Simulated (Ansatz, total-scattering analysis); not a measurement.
# Reading the total scattering of a disordered sample

The sample: hydrogen peroxide (22 H2O2; O 50.0, H 50.0 atom %) at 360 K, fixed volume (mean pressure 1.2 GPa), ρ₀ = 0.1020 Å⁻³. The data come from ab initio molecular dynamics with Ansatz (revPBE-D3(BJ), plane waves, PAW default files, Langevin thermostat, no spin, fixed volume, H with the mass of D). The average runs over 0.50 ps of 88 atoms, so shells between rare elements are rough. Mean temperature 340 K, largest m.s.d. 0.72 Å², energy drift -1 meV an atom (last third less first, no steady trend), Langevin friction 10 ps⁻¹; the first quarter of the run is discarded. Preparation: last frame of a classical run of this cell, a melt at this density, then 0.4 ps at 360 K with a cheaper basis and a friction of 10 ps⁻¹ (mean temperature of the first stage 361 K), too short to forget the start in full. So short a stretch relaxes bonds and nearest shells but still remembers its start. It is a liquid as far as so short a run tells.

The totals are in Faber–Ziman form. Below 4 Å⁻¹ the partials are summed on the cell's own reciprocal vectors (from 0.66 Å⁻¹) and folded with a Gaussian of σ = 0.14 Å⁻¹; above it they are transforms of g(r) out to 6.5 Å, tapered over the last 40 %. The fold lowers sharp peaks, and with so few vectors their positions are good to about 0.1 Å⁻¹. X-rays take neutral-atom form factors, neutrons coherent lengths (O 5.8037, H 6.6681 fm). Hydrogen is taken as deuterium. G(r) = 4πrρ₀[g(r) − 1] carries the resolution of a Lorch-windowed transform up to 20 Å⁻¹. The patterns are simulated, not measured. The cell is small: beyond half the box only the part of each shell inside it is counted, and low-Q values rest on few vectors.

X-ray, Q (Å⁻¹) and value: 0.6 -0.39, 0.9 -0.45, 1.2 -0.30, 1.5 -0.06, 1.8 1.60, 2.1 2.08, 2.4 1.49, 2.7 0.95, 3.0 0.55, 3.3 0.38, 3.6 0.46, 3.9 0.62, 4.2 1.01, 4.5 1.27, 4.8 1.31, 5.1 1.22, 5.4 1.16, 5.7 1.12, 6.0 1.04, 6.3 0.96, 6.6 0.93, 6.9 0.92, 7.2 0.91, 7.5 0.90, 7.8 0.90, 8.1 0.88, 8.4 0.91, 8.7 0.99, 9.0 1.10, 9.3 1.17, 9.6 1.15, 9.9 1.11, 10.2 1.07, 10.5 1.02, 10.8 0.97, 11.1 0.92, 11.4 0.90, 11.7 0.89, 12.0 0.91

neutron, Q (Å⁻¹) and value: 0.6 0.25, 0.9 0.19, 1.2 0.34, 1.5 0.49, 1.8 1.41, 2.1 1.56, 2.4 1.09, 2.7 1.13, 3.0 0.98, 3.3 0.85, 3.6 0.88, 3.9 0.85, 4.2 0.91, 4.5 0.94, 4.8 0.89, 5.1 0.82, 5.4 0.80, 5.7 0.85, 6.0 0.91, 6.3 0.97, 6.6 1.02, 6.9 1.08, 7.2 1.12, 7.5 1.14, 7.8 1.15, 8.1 1.12, 8.4 1.08, 8.7 1.04, 9.0 1.02, 9.3 1.01, 9.6 0.99, 9.9 0.98, 10.2 0.98, 10.5 0.97, 10.8 0.95, 11.1 0.93, 11.4 0.90, 11.7 0.90, 12.0 0.91

G(r):

```
r (Å)  X-ray  neutron
  0.6  -0.59    -0.80
  0.7  -0.59    -0.99
  0.8  -0.65    -0.15
  0.9  -0.65     1.60
  1.0  -0.68     2.34
  1.1  -1.08     1.02
  1.2  -1.25    -0.89
  1.3   0.05    -1.43
  1.4   2.24    -0.83
  1.5   2.76    -0.64
  1.6   0.73    -1.08
  1.7  -1.48    -1.14
  1.8  -2.09    -0.42
  1.9  -1.92     0.19
  2.0  -2.01    -0.09
  2.1  -2.26    -0.83
  2.2  -2.41    -1.18
  2.3  -2.57    -1.02
  2.4  -2.55    -0.76
  2.5  -2.03    -0.60
  2.6  -1.03    -0.41
  2.7   0.00    -0.21
  2.8   0.69    -0.05
  2.9   1.03     0.11
  3.0   1.19     0.31
  3.1   1.29     0.49
  3.2   1.27     0.58
  3.3   1.24     0.60
  3.4   1.38     0.57
  3.5   1.52     0.52
  3.6   1.36     0.45
  3.7   0.98     0.36
  3.8   0.65     0.28
  3.9   0.45     0.25
  4.0   0.35     0.28
  4.1   0.39     0.35
  4.2   0.49     0.41
  4.3   0.49     0.41
  4.4   0.32     0.34
  4.5   0.10     0.25
  4.6  -0.09     0.16
  4.7  -0.23     0.08
  4.8  -0.31    -0.02
  4.9  -0.42    -0.14
  5.0  -0.65    -0.30
  5.1  -0.92    -0.43
  5.2  -1.10    -0.44
  5.3  -1.18    -0.38
  5.4  -1.10    -0.35
  5.5  -0.73    -0.31
  5.6  -0.18    -0.18
  5.7   0.16    -0.04
  5.8   0.19     0.00
```

Q: Assign the low-r maxima. Which coordination numbers can be read off, and what are they?

Each pair enters with the weight ci cj fi fj (2 − δij)/⟨f⟩², taking f = Z for X-rays at Q = 0: O–O 0.79 / 0.22; O–H 0.20 / 0.50; H–H 0.01 / 0.29 (X-ray / neutron).

| radiation | maximum (Å) | G (Å⁻²) | pairs that make it (share of the curvature of G, each pair at the same resolution) |
| --- | --- | --- | --- |
| X-ray | 1.47 | 2.92 | O–O 100 % |
| X-ray | 3.50 | 1.52 | O–O 99 % |
| neutron | 0.99 | 2.41 | O–H 97 % |
| neutron | 1.47 | -0.60 | O–O 77 % |
| neutron | 1.92 | 0.21 | O–H 94 % |
| neutron | 3.29 | 0.60 | O–H 100 % |

The first neutron peak is mostly one pair, so its area estimates the neighbours: ∫ r [G + 4πρ₀r] dr from 0.54 to 1.26 Å is 1.00, and times c(H)/weight = 0.500/0.498 gives 1.0 H around each O; the count from the coordinates is 1.00.

From the coordinates:

| pair | first peak (Å) | g there | first minimum (Å) | g there | neighbours | kind |
| --- | --- | --- | --- | --- | --- | --- |
| O–H | 0.99 | 17.5 | 1.26 | 0.01 | 1.0 H per O, 1.0 O per H | within molecules |
| O–O | 1.47 | 7.0 | 1.88 | 0.00 | 1.0 | within molecules |
| H–H | 2.48 | 1.8 | 2.88 | 1.08 | 4.3 | 40 % within molecules at the peak |

Distances within molecules give the sharpest pair functions, and with hydrogen they rule the neutron S(Q) at high Q: O–H 0.99 Å and O–O 1.47 Å (first peaks only). On the last frame 86 % of the H on O, N or F point at an acceptor of another molecule or at an anion within hydrogen-bond range (2.35 Å to O, N, F; 2.85 Å to Cl, Br, I).

[Logs are printed without paths, hosts, clocks, repeated set-up lines and the standing remarks that a program may print on its own settings, such as how far it seeks lower states.]
